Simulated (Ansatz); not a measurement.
**Bi (R-3m, 2 atoms in the cell) under biaxial strain in the (0001) plane, that of a and b**

Wanted: the shifts of the zone-centre modes of Bi (R-3m, 2 atoms in the cell) with strain.

Calculated with Ansatz 0.2.0; DFT LDA, scalar-relativistic, plane waves, PAW; PAW set soft_1.

The database entry behind the starting cell lists a temperature near 78 K, so it need not match the best structure at ambient conditions.

## Step 1: The starting structure

The structure is trigonal, space group R-3m (No. 166). Conventional cell: a = 4.535 Å, b = 4.535 Å, c = 11.814 Å, α = 90.00°, β = 90.00°, γ = 120.00°. Nearest to Bi lie 3 Bi at 3.06 Å.

## Step 2: Relaxation

Harmonic phonons are second derivatives at a point where the forces vanish, and they are wanted at zero stress, so atoms and cell are relaxed first.

Input file input.yaml:

```yaml
crystal:
  lattice:
    - [2.2675, 1.3091417354, 3.938]
    - [-2.2675, 1.3091417354, 3.938]
    - [0.0, -2.6182834708, 3.938]
  atoms:
    - { symbol: Bi, position: [0.234, 0.234, 0.234] }
    - { symbol: Bi, position: [0.766, 0.766, 0.766] }
kpoints:
  mp_grid: { grid: [12, 12, 12] }
hamiltonian:
  xc: lda
  pseudopotentials: { kind: paw, azcp: { folder: soft_1 }, xc_functional: pbe }
scf:
  occupations: { method: gaussian, width: 0.1 }
output:
  forces: true
  stress: true
  eigenvalues: true
relax:
  adjacent_minimum: "off"
  f_tol: 0.005
  max_steps: 80
  cell: { stress_tol: 0.05 }
```

Run with:

```
ansatz run input.yaml --threads 4 --pin off --max-ram 10240MiB --backend cpu --events-out ev --progress --plain --runs-dir out
```

Numbers of over 12 decimals in the logs are rounded to 6 here.

Log:

```text
Engine: ansatz 0.2.0, aarch64-unknown-linux-gnu
Pseudopotentials: kind: paw
Pseudopotential: Bi, paw, valence charge 15, recommended cutoff 420 eV (normal), soft_1/Bi.paw.azcp
Functional definition: SPW92
  exchange = slater_x
  correlation = pw_c
Crystal: 2 atoms, lattice volume = 70.139 Å³
Basis set: ecut = 420 eV, 1369 PW (Γ)
Bands: 19, of which v1, the nominal top of the filled ones, is band 15 counted from 1 (14 counted from 0)
Symmetry: 12 space group operations
Space group: R-3m (ITA 166), of the structure as read, at distance tolerance 4.1e-5 Å
k-points: 189 of 1728
Non-local potential: Bi, projectors of the file, l = 0: 2, l = 1: 2, l = 2: 2, l = 3: 1
PAW form: soft (Blöchl's): semilocal exchange-correlation on the pseudo side does not see the compensation charge
PAW frozen core: Bi, regenerated for the run's functional, and the local potential with it (the file was generated under x = pbe(κ = 0.804, μ = 0.219515), c = pbe(β = 0.066725))
PAW one-centre angular grid: Bi, 590 points (default); XC on 64 Gauss nodes
Initial density: superposition of atomic densities (chi_scale 0.1, normalization cell)
Initial wavefunctions: pseudopotential atomic-orbital guess
Functional: x = slater, c = lda
SCF iter   1: F=—  HF=-24175.695018 eV  |F-HF|=—  |Δ(HF+E_count)|=         —  Δρ=1.18e-2  dr2=8.37e-2  ethr=3.10e-3  ⟨swp⟩=6.0  Hψ=18132  notcnv=0
preconditioner: auto → Kerker (q_TF=auto, 2.368 Å⁻¹)  [metal: Δε(μ)=0.035 eV  Ē_g=20.176 eV  σ=0.100 eV  W_gap=0.19  n_scr=14 (ndim 8)  ℏωp=24.3 eV  f_vac=0.000  D(μ)=0.21/eV (n_scr^D=0)]
SCF iter   2: F=—  HF=-24175.677918 eV  |F-HF|=—  |Δ(HF+E_count)|=   1.71e-2  Δρ=7.37e-3  dr2=3.57e-2  ethr=2.79e-4  ⟨swp⟩=1.0  Hψ=5103  notcnv=0
SCF iter   3: F=—  HF=-24175.669883 eV  |F-HF|=—  |Δ(HF+E_count)|=   8.04e-3  Δρ=1.02e-3  dr2=1.28e-3  ethr=1.19e-4  ⟨swp⟩=2.1  Hψ=6439  notcnv=0
SCF iter   4: F=—  HF=-24175.669687 eV  |F-HF|=—  |Δ(HF+E_count)|=   1.96e-4  Δρ=3.48e-4  dr2=1.39e-4  ethr=4.27e-6  ⟨swp⟩=3.0  Hψ=6439  notcnv=0
SCF iter   5: F=—  HF=-24175.669681 eV  |F-HF|=—  |Δ(HF+E_count)|=   5.78e-6  Δρ=1.57e-4  dr2=2.26e-5  ethr=4.62e-7  ⟨swp⟩=2.0  Hψ=6294  notcnv=0
SCF iter   6: F=—  HF=-24175.669673 eV  |F-HF|=—  |Δ(HF+E_count)|=   8.42e-6  Δρ=2.37e-5  dr2=5.55e-7  ethr=7.54e-8  ⟨swp⟩=2.0  Hψ=6428  notcnv=0
SCF iter   7: F=-24175.669673 eV  HF=-24175.669673 eV  |F-HF|=9.75e-9  |Δ(HF+E_count)|=   4.64e-8  Δρ=5.58e-6  dr2=3.66e-8  ethr=3.33e-10  ⟨swp⟩=6.0  Hψ=17237  notcnv=0
SCF 1 converged in 7 iterations: F = -24175.669673 eV  dr2 = 3.66e-8
  greatest PAW one-centre occupation: 0.988 electrons in one spin orbital (limit 2), on the Bi atom at site 1 (counted from 0), in its partial waves of l = 2
relax step   1: F+E_penalty+E_count = -24175.66967278 eV  Δ(F+E_penalty+E_count) = +0.000e0 eV  max|allowed force component| = 7.326e-2 eV/Å  Δτ_max = 0.0000 Å  P = -1.450 GPa  Ω = 70.139 Å³  (7 SCF iters, dr2 threshold 1.00e-7 eV, accepted)
Crystal: 2 atoms, lattice volume = 66.830 Å³
Basis set: ecut = 420 eV, 1309 PW (Γ)
Initial density: handed on by an earlier stage of this run
Initial wavefunctions: those handed on with the density
iter 1 solved again at ethr=1.69e-6 eV; its pass at ethr=3.10e-3 eV (dr2=5.06e-4 eV) is discarded
SCF iter   1: F=—  HF=-24175.683083 eV  |F-HF|=—  |Δ(HF+E_count)|=         —  Δρ=1.02e-3  dr2=5.18e-4  ethr=1.69e-6  ⟨swp⟩=2.4  Hψ=24823  notcnv=0
preconditioner: auto → Kerker (q_TF=auto, 2.387 Å⁻¹)  [metal: Δε(μ)=0.063 eV  Ē_g=20.430 eV  σ=0.100 eV  W_gap=0.33  n_scr=14 (ndim 8)  ℏωp=24.9 eV  f_vac=0.000  D(μ)=0.25/eV (n_scr^D=0)]
SCF iter   2: F=—  HF=-24175.683026 eV  |F-HF|=—  |Δ(HF+E_count)|=   5.68e-5  Δρ=6.03e-4  dr2=2.15e-4  ethr=1.69e-6  ⟨swp⟩=1.0  Hψ=3591  notcnv=0
SCF iter   3: F=—  HF=-24175.683011 eV  |F-HF|=—  |Δ(HF+E_count)|=   1.51e-5  Δρ=1.42e-4  dr2=2.35e-5  ethr=7.15e-7  ⟨swp⟩=1.0  Hψ=3591  notcnv=0
SCF iter   4: F=—  HF=-24175.683011 eV  |F-HF|=—  |Δ(HF+E_count)|=   5.52e-8  Δρ=4.58e-5  dr2=2.06e-6  ethr=7.84e-8  ⟨swp⟩=1.0  Hψ=3591  notcnv=0
SCF iter   5: F=-24175.683011 eV  HF=-24175.683011 eV  |F-HF|=1.48e-8  |Δ(HF+E_count)|=   6.10e-8  Δρ=1.14e-5  dr2=7.38e-8  ethr=6.67e-10  ⟨swp⟩=3.0  Hψ=14561  notcnv=0
SCF 2 converged in 5 iterations: F = -24175.683011 eV  dr2 = 7.38e-8
relax step   2: F+E_penalty+E_count = -24175.68301072 eV  Δ(F+E_penalty+E_count) = -1.334e-2 eV  max|allowed force component| = 1.056e-1 eV/Å  Δτ_max = 0.0212 Å  P = +0.604 GPa  Ω = 66.830 Å³  energy of the carried Pulay correction = +2.472e-4 eV  (5 SCF iters, dr2 threshold 2.00e-7 eV, accepted)
Crystal: 2 atoms, lattice volume = 67.351 Å³
iter 1 solved again at ethr=3.09e-7 eV; its pass at ethr=3.10e-3 eV (dr2=9.28e-5 eV) is discarded
SCF iter   1: F=—  HF=-24175.686020 eV  |F-HF|=—  |Δ(HF+E_count)|=         —  Δρ=3.81e-4  dr2=9.43e-5  ethr=3.09e-7  ⟨swp⟩=3.5  Hψ=24460  notcnv=0
preconditioner: auto → Kerker (q_TF=auto, 2.384 Å⁻¹)  [metal: Δε(μ)=0.074 eV  Ē_g=20.398 eV  σ=0.100 eV  W_gap=0.38  n_scr=14 (ndim 8)  ℏωp=24.8 eV  f_vac=0.001  D(μ)=0.25/eV (n_scr^D=0)]
SCF iter   2: F=—  HF=-24175.686009 eV  |F-HF|=—  |Δ(HF+E_count)|=   1.09e-5  Δρ=2.38e-4  dr2=4.38e-5  ethr=3.09e-7  ⟨swp⟩=1.0  Hψ=3591  notcnv=0
SCF iter   3: F=—  HF=-24175.685998 eV  |F-HF|=—  |Δ(HF+E_count)|=   1.05e-5  Δρ=4.12e-5  dr2=2.27e-6  ethr=1.46e-7  ⟨swp⟩=2.5  Hψ=4834  notcnv=0
SCF iter   4: F=-24175.685998 eV  HF=-24175.685998 eV  |F-HF|=2.06e-8  |Δ(HF+E_count)|=   3.43e-7  Δρ=1.21e-5  dr2=1.18e-7  ethr=6.67e-10  ⟨swp⟩=3.1  Hψ=14604  notcnv=0
SCF 3 converged in 4 iterations: F = -24175.685998 eV  dr2 = 1.18e-7
relax step   3: F+E_penalty+E_count = -24175.68599789 eV  Δ(F+E_penalty+E_count) = -2.987e-3 eV  max|allowed force component| = 2.409e-2 eV/Å  Δτ_max = 0.0074 Å  P = -0.008 GPa  Ω = 67.351 Å³  energy of the carried Pulay correction = +2.075e-4 eV  (4 SCF iters, dr2 threshold 2.00e-7 eV, accepted)
[...]
relax step   4: F+E_penalty+E_count = -24175.68719833 eV  Δ(F+E_penalty+E_count) = -1.200e-3 eV  max|allowed force component| = 1.130e-2 eV/Å  Δτ_max = 0.0115 Å  P = +0.042 GPa  Ω = 66.942 Å³  energy of the carried Pulay correction = +2.386e-4 eV  (4 SCF iters, dr2 threshold 2.00e-7 eV, accepted)
[...]
relax step   5: F+E_penalty+E_count = -24175.68722828 eV  Δ(F+E_penalty+E_count) = -2.995e-5 eV  max|allowed force component| = 4.308e-3 eV/Å  Δτ_max = 0.0028 Å  P = +0.010 GPa  Ω = 67.041 Å³  energy of the carried Pulay correction = +2.311e-4 eV  (4 SCF iters, dr2 threshold 8.05e-9 eV, accepted)
Initial wavefunctions: pseudopotential atomic-orbital guess (no wavefunctions were taken with the density)
iter 1 solved again at ethr=1.99e-7 eV; its pass at ethr=3.10e-3 eV (dr2=5.96e-5 eV) is discarded
SCF iter   1: F=—  HF=-24175.687003 eV  |F-HF|=—  |Δ(HF+E_count)|=         —  Δρ=3.15e-5  dr2=1.22e-7  ethr=1.99e-7  ⟨swp⟩=3.8  Hψ=29549  notcnv=0
preconditioner: auto → Kerker (q_TF=auto, 2.386 Å⁻¹)  [metal: Δε(μ)=0.093 eV  Ē_g=20.414 eV  σ=0.100 eV  W_gap=0.42  n_scr=14 (ndim 8)  ℏωp=24.8 eV  f_vac=0.000  D(μ)=0.23/eV (n_scr^D=0)]
SCF iter   2: F=—  HF=-24175.687005 eV  |F-HF|=—  |Δ(HF+E_count)|=   1.39e-6  Δρ=1.65e-5  dr2=3.34e-8  ethr=4.06e-10  ⟨swp⟩=2.4  Hψ=6310  notcnv=0
SCF iter   3: F=—  HF=-24175.687005 eV  |F-HF|=—  |Δ(HF+E_count)|=   1.12e-8  Δρ=2.24e-6  dr2=1.64e-9  ethr=1.11e-10  ⟨swp⟩=2.2  Hψ=6389  notcnv=0
SCF iter   4: F=—  HF=-24175.687005 eV  |F-HF|=—  |Δ(HF+E_count)|=  1.56e-10  Δρ=3.65e-7  dr2=2.14e-10  ethr=5.45e-12  ⟨swp⟩=1.9  Hψ=4356  notcnv=0
SCF iter   5: F=—  HF=-24175.687005 eV  |F-HF|=—  |Δ(HF+E_count)|=  4.00e-11  Δρ=1.17e-7  dr2=2.14e-11  ethr=1.00e-12  ⟨swp⟩=2.2  Hψ=4433  notcnv=0
SCF iter   6: F=-24175.687005 eV  HF=-24175.687005 eV  |F-HF|=1.46e-11  |Δ(HF+E_count)|=  1.46e-11  Δρ=2.87e-8  dr2=1.05e-12  ethr=1.00e-12  ⟨swp⟩=5.1  Hψ=13833  notcnv=0
SCF 6 converged in 6 iterations: F = -24175.687005 eV  dr2 = 1.05e-12
relax step   6: F+E_penalty+E_count = -24175.68700465 eV  Δ(F+E_penalty+E_count) = +2.236e-4 eV  max|allowed force component| = 4.305e-3 eV/Å  Δτ_max = 0.0000 Å  P = +0.009 GPa  Ω = 67.041 Å³  stress off target by 1.83e-2 GPa  SCF on the basis re-selected at this cell (its energy is not comparable with the rows above)  (6 SCF iters)
basis re-selected at this cell: Δ(F+E_penalty+E_count) = +2.236e-4 eV, ΔP = -0.001 GPa vs the last step (what re-selecting the basis moved, of the pressure what is left beyond the Pulay correction that the steps carried, after the strain that the cell walked since its last selection, with what the two solves' SCF thresholds leave and, on support functions, any second-order correction that the steps lacked; it is no m [...]
SCF converged after 6 iterations
Free energy (F): -24175.687005 eV
Harris-Foulkes:  -24175.687005 eV  (|F-HF|=1.46e-11)
Internal energy: -24175.685846 eV  (E = F + TS)
E sigma→0 (E₀):  -24175.686426 eV
Entropy (-TS):   -0.001158 eV (-0.579 meV/atom)
Fermi energy:    10.115265 eV
--- Per-component energies (eV) ---
  E_band       = -205.747096
  E_kinetic    = 511.275898
  E_local      = -2644.265250  (includes V_loc(G=0)·N_el)
  E_nonlocal   = 825.191962
  E_hartree    = 980.961147
  E_xc         = -301.835956
  E_vxc        = -263.600785  (∫ρ·V_xc dr)
  E_paw        = -20705.236703  (= ΣΔE_a)
  E_vpaw       = -596.271633  (= ΣTr[D̂ρ^β])
  E_aug_tail   = 0.000447  (compensation charges beyond the density's cutoff)
  E_ewald      = -2841.767749
  E_core_change = -0.009642  (= ΣΔE_core)
  E_smearing   = -0.001158  (= −TS)
  E_closure    = 0.000000  (closes the sum)
  Σ components = -24175.687005   (vs F -24175.687005, Δ=0.00e0)
--- Forces (eV/Å), atoms counted from 1 ---
  atom   1  Bi     0.00000000    -0.00000000     0.00430452
  atom   2  Bi    -0.00000000     0.00000000    -0.00430452
  max |Σ_I F_I| component: 1.85e-17 eV/Å
--- Stress (GPa, compression-positive) ---
        0.004583       0.000000      -0.000000
        0.000000       0.004583       0.000000
       -0.000000       0.000000       0.018280
  P = ⅓ Tr σ = 0.0091 GPa (0.091 kbar)
--- Band table (eV; the first three rows and the last of 189) ---
  k-point 0: bands = [... 11 lower, 2.7094, 8.5820, 8.8110, 8.8110, 12.9120, 13.2098, 13.2098, 15.6943]
  k-point 1: bands = [... 11 lower, 2.5350, 8.6168, 8.8159, 8.8366, 12.7430, 12.8690, 13.0111, 15.3716]
  k-point 2: bands = [... 11 lower, 2.0594, 8.6856, 8.8361, 8.9242, 12.0662, 12.3998, 12.5218, 15.1414]
  k-point 188: bands = [... 11 lower, -0.1875, 9.2697, 9.5639, 9.5639, 10.5903, 10.5903, 10.6803, 17.5032]
--- Relaxed structure (5 steps of the walk, 5 accepted, 1 SCFs on fresh bases) ---
  F+E_penalty+E_count = -24175.68700465 eV   max|allowed force component| = 4.305e-3 eV/Å   (the final SCF, on the basis selected at the relaxed cell)
  cell:  # Å, volume = 67.0405 Å³
    - [2.247220, 1.297433, 3.832268]
    - [-2.247220, 1.297433, 3.832268]
    - [0, -2.594866, 3.832268]
  atoms:
    - { symbol: Bi, position: [0.237155, 0.237155, 0.237155] }
    - { symbol: Bi, position: [0.762845, 0.762845, 0.762845] }
```

The job ended after 20 s (4 threads of Arm Neoverse V1, shared host; peak memory 0.5 GiB; 77 s of CPU time).

The steps of the relaxation:

| step | energy less that of the first step (eV) | largest force component (eV/Å) | pressure (GPa) | volume (Å³) |
| --- | --- | --- | --- | --- |
| 1 | 0.0000 | 0.0733 | -1.45 | 70.14 |
| 2 | -0.0133 | 0.1056 | 0.60 | 66.83 |
| 3 | -0.0163 | 0.0241 | -0.01 | 67.35 |
| 4 | -0.0175 | 0.0113 | 0.04 | 66.94 |
| 5 | -0.0176 | 0.0043 | 0.01 | 67.04 |
| 6* | -0.0173 | 0.0043 | 0.01 | 67.04 |

Relaxation steps marked * repeat the geometry before them on a plane-wave basis chosen anew for their cell, so energy and pressure can jump there.

Forces are held to the 12 operations that the run works with; a distortion that breaks them can't arise in this run.

| conventional cell, symmetrised | before | after | change |
| --- | --- | --- | --- |
| a (Å) | 4.535 | 4.494 | -0.9 % |
| b (Å) | 4.535 | 4.494 | -0.9 % |
| c (Å) | 11.814 | 11.497 | -2.7 % |
| volume (Å³/atom) | 35.07 | 33.52 | -4.4 % |

The atoms that moved most (Å, as changes of fractional coordinates times the final cell):

| atom | dx | dy | dz | length |
| --- | --- | --- | --- | --- |
| Bi1 | 0.000 | 0.000 | 0.036 | 0.036 |
| Bi2 | 0.000 | 0.000 | -0.036 | 0.036 |

The relaxed structure:

```cif
data_structure
_symmetry_space_group_name_H-M 'P 1'
_symmetry_Int_Tables_number 1
_cell_length_a 4.6281
_cell_length_b 4.6281
_cell_length_c 4.6281
_cell_angle_alpha 58.098
_cell_angle_beta 58.098
_cell_angle_gamma 58.098
_cell_volume 67.04
loop_
_atom_site_label
_atom_site_type_symbol
_atom_site_fract_x
_atom_site_fract_y
_atom_site_fract_z
_atom_site_occupancy
Bi1 Bi 0.23715 0.23715 0.23715 1
Bi2 Bi 0.76285 0.76285 0.76285 1
```

This step gave:

| Item | Value |
| --- | --- |
| pressure | 0.009149 GPa |
| volume per atom | 33.52 Å³ |
| gap on the k-mesh | 0 eV |

In this step the volume went from 35.07 to 33.52 Å³/atom.

## Step 3: Tight relaxation

Phonons need small forces and stress, so the relaxation is finished with tight tolerances on 12×12×12 k points.

input.yaml, the sections that differ from step 2:

```yaml
crystal:
  lattice:
    - [2.247219754, 1.2974329299, 3.8322675002]
    - [-2.247219754, 1.2974329299, 3.8322675002]
    - [0.0, -2.5948658598, 3.8322675002]
  atoms:
    - { symbol: Bi, position: [0.2371545987, 0.2371545987, 0.2371545987] }
    - { symbol: Bi, position: [0.7628454013, 0.7628454013, 0.7628454013] }
scf:
  occupations: { method: methfessel_paxton, width: 0.2 }
relax:
  adjacent_minimum: "off"
  f_tol: 0.001
  max_steps: 60
  cell: { stress_tol: 0.01 }
# kpoints, hamiltonian, output: as in step 2
```

Log:

```text
[...]
Crystal: 2 atoms, lattice volume = 67.041 Å³
Basis set: ecut = 420 eV, 1291 PW (Γ)
Bands: 19, of which v1, the nominal top of the filled ones, is band 15 counted from 1 (14 counted from 0)
Symmetry: 12 space group operations
[...]
k-points: 189 of 1728
[...]
k-point 188: bands = [... 11 lower, -0.1895, 9.2714, 9.5648, 9.5648, 10.5909, 10.5909, 10.6806, 17.5001]
--- Relaxed structure (4 steps of the walk, 4 accepted, 1 SCFs on fresh bases) ---
[...]
cell:  # Å, volume = 67.0458 Å³
    - [2.246929, 1.297265, 3.833557]
    - [-2.246929, 1.297265, 3.833557]
    - [0, -2.594530, 3.833557]
  atoms:
    - { symbol: Bi, position: [0.237162, 0.237162, 0.237162] }
    - { symbol: Bi, position: [0.762838, 0.762838, 0.762838] }
[key lines of the parts left out:]
SCF converged after 4 iterations
Free energy (F): -24175.686074 eV
Fermi energy:    10.113420 eV
P = ⅓ Tr σ = 0.0015 GPa (0.015 kbar)
```

The job ended after 15 s (4 threads; peak memory 0.49 GiB).

Little changed from the start: no atom moved by 0.005 Å and no cell edge by 0.1 %.

Numbers from this step:

```yaml
pressure: 0.001474 GPa
```

The largest force component left is 0.17 meV/Å and the pressure is 0.001 GPa, within the tolerances set. The cell now holds 33.52 Å³/atom.

## Step 4: Zone-centre response at rest

Phonons follow from the second derivative of the energy, found here by linear response.

The modes at rest are the reference of the series.

input.yaml, the sections that differ from step 3:

```yaml
crystal:
  lattice:
    - [2.2469292095, 1.2972651839, 3.8335573786]
    - [-2.2469292095, 1.2972651839, 3.8335573786]
    - [0.0, -2.5945303679, 3.8335573786]
  atoms:
    - { symbol: Bi, position: [0.2371620087, 0.2371620087, 0.2371620087] }
    - { symbol: Bi, position: [0.7628379913, 0.7628379913, 0.7628379913] }
output:
  eigenvalues: true
phonons:
  method: dfpt
# kpoints, hamiltonian, scf: as in step 3
# relax: removed
```

Log:

```text
[...]
Crystal: 2 atoms, lattice volume = 67.046 Å³
Basis set: ecut = 420 eV, 1291 PW (Γ), exchange–correlation on 64×64×64 points (8 copies of the dense FFT grid, shifted against one another)
Bands: 19, of which v1, the nominal top of the filled ones, is band 15 counted from 1 (14 counted from 0)
Symmetry: 12 space group operations
k-points: 476 of 1728 (irreducible under 2 space group operations, time reversal used)
[...]
SCF iter   1: F=—  HF=-24175.709801 eV  |F-HF|=—  |Δ(HF+E_count)|=         —  Δρ=1.16e-2  dr2=7.78e-2  ethr=3.10e-3  ⟨swp⟩=5.5  Hψ=43557  notcnv=0
[...]
SCF iter  10: F=-24175.686074 eV  HF=-24175.686074 eV  |F-HF|=1.09e-11  |Δ(HF+E_count)|=  1.82e-11  S|Δr|=    0.00e0  Δρ=7.16e-8  dr2=6.36e-12  ethr=1.00e-12  ⟨swp⟩=5.6  Hψ=39353  notcnv=0
SCF 1 converged in 10 iterations: F = -24175.686074 eV  dr2 = 6.36e-12
[...]
DFPT response loops at Γ: preconditioner auto → Kerker (q_TF=auto, 2.386 Å⁻¹) (partly filled bands, converged f_vac=0.000); β = 1.00, the filter's whole step (`scf.mixing.beta` (0.50) is not read by the response loops under this deck's `scf.mixing.preconditioner`; to damp them name `kerker` or `kerker_dos`, under which they read `scf.mixing.beta`, and type it under 1.00, their step now; both keys bind the ground state too); Broyden in place of MSR1
SCF converged after 10 iterations
[...]
Free energy (F): -24175.686074 eV
[...]
Internal energy: -24175.687662 eV  (E = F + TS)
E sigma→0 (E₀):  -24175.686471 eV
Entropy (-TS):   0.001587 eV (0.794 meV/atom)
Fermi energy:    10.113420 eV
[...]
--- Band table (eV; the first three rows and the last of 476) ---
  k-point 0: bands = [... 11 lower, 2.7075, 8.5774, 8.8117, 8.8117, 12.9115, 13.2081, 13.2081, 15.6905]
  k-point 1: bands = [... 11 lower, 2.5333, 8.6125, 8.8166, 8.8369, 12.7424, 12.8672, 13.0094, 15.3711]
  k-point 2: bands = [... 11 lower, 2.0580, 8.6820, 8.8366, 8.9232, 12.0644, 12.3990, 12.5201, 15.1407]
  k-point 475: bands = [... 11 lower, -0.1895, 9.2714, 9.5648, 9.5648, 10.5909, 10.5909, 10.6806, 17.5001]
--- Phonons (Γ-DFPT): 2 representative perturbations + reference, on 476 of 1728 k-points (Σ response iterations 4) ---
  k mesh reduced under 2 symmetry operations, with k and −k counted as one. Each operation leaves every solved perturbation unchanged. A smaller set is not used because it would not reduce the number of displacements times k-points to solve
  ASR residual: 2.541e-4 → 0.000e0 eV/Å²; symmetrization residual: 2.565e-5 eV/Å²
  ASR residual per site (eV/Å²): 2.54e-4 2.54e-4
  Γ frequencies (cm⁻¹): 0.00 0.00 0.00 64.24 64.24 99.58
  non-analytic LO–TO correction: not included (Born effective charges unavailable; polar crystals: no LO–TO splitting at Γ)
```

The job ended after 37 s (4 threads; peak memory 1.7 GiB).

This step gave:

```
sum-rule residual before enforcement                    : 2.54e-4 eV/Å²
point group                                             : -3m
highest optical mode at the zone centre (no LO-TO term) : 99.58 cm⁻¹
lowest optical zone-centre mode                         : 64.24 cm⁻¹
```

Patterns of degenerate modes are one choice out of their space. Modes at Γ:

| mode | frequency (cm⁻¹) | symmetry |
| --- | --- | --- |
| 1 | 0.0 | acoustic |
| 2 | 0.0 | acoustic |
| 3 | 0.0 | acoustic |
| 4 | 64.2 | Eg |
| 5 | 64.2 | Eg |
| 6 | 99.6 | A1g |

Displacements in mode 5 (64.2 cm⁻¹), the largest set to 1:
```
Bi1  0.00  1.00  0.00
Bi2  0.00 -1.00  0.00
```

Displacements in mode 6 (99.6 cm⁻¹), the largest set to 1:
```
Bi1  0.00  0.00 -1.00
Bi2  0.00  0.00  1.00
```

Before it was imposed, the acoustic sum rule was missed by 2.5e-4 eV/Å². Small misses are needed for a sound result but don't prove that mesh and cutoff are converged. The lowest optical mode is real, 64.2 cm⁻¹.

(Continued in part 2 of 2.)

[Logs are printed without paths, hosts, clocks, repeated set-up lines and the standing remarks that a program may print on its own settings, such as how far it seeks lower states.]

[Hosts, paths, dates, database ids (printed as entryN), source tags and the programs' standing remarks are cut or masked in the printed files.]
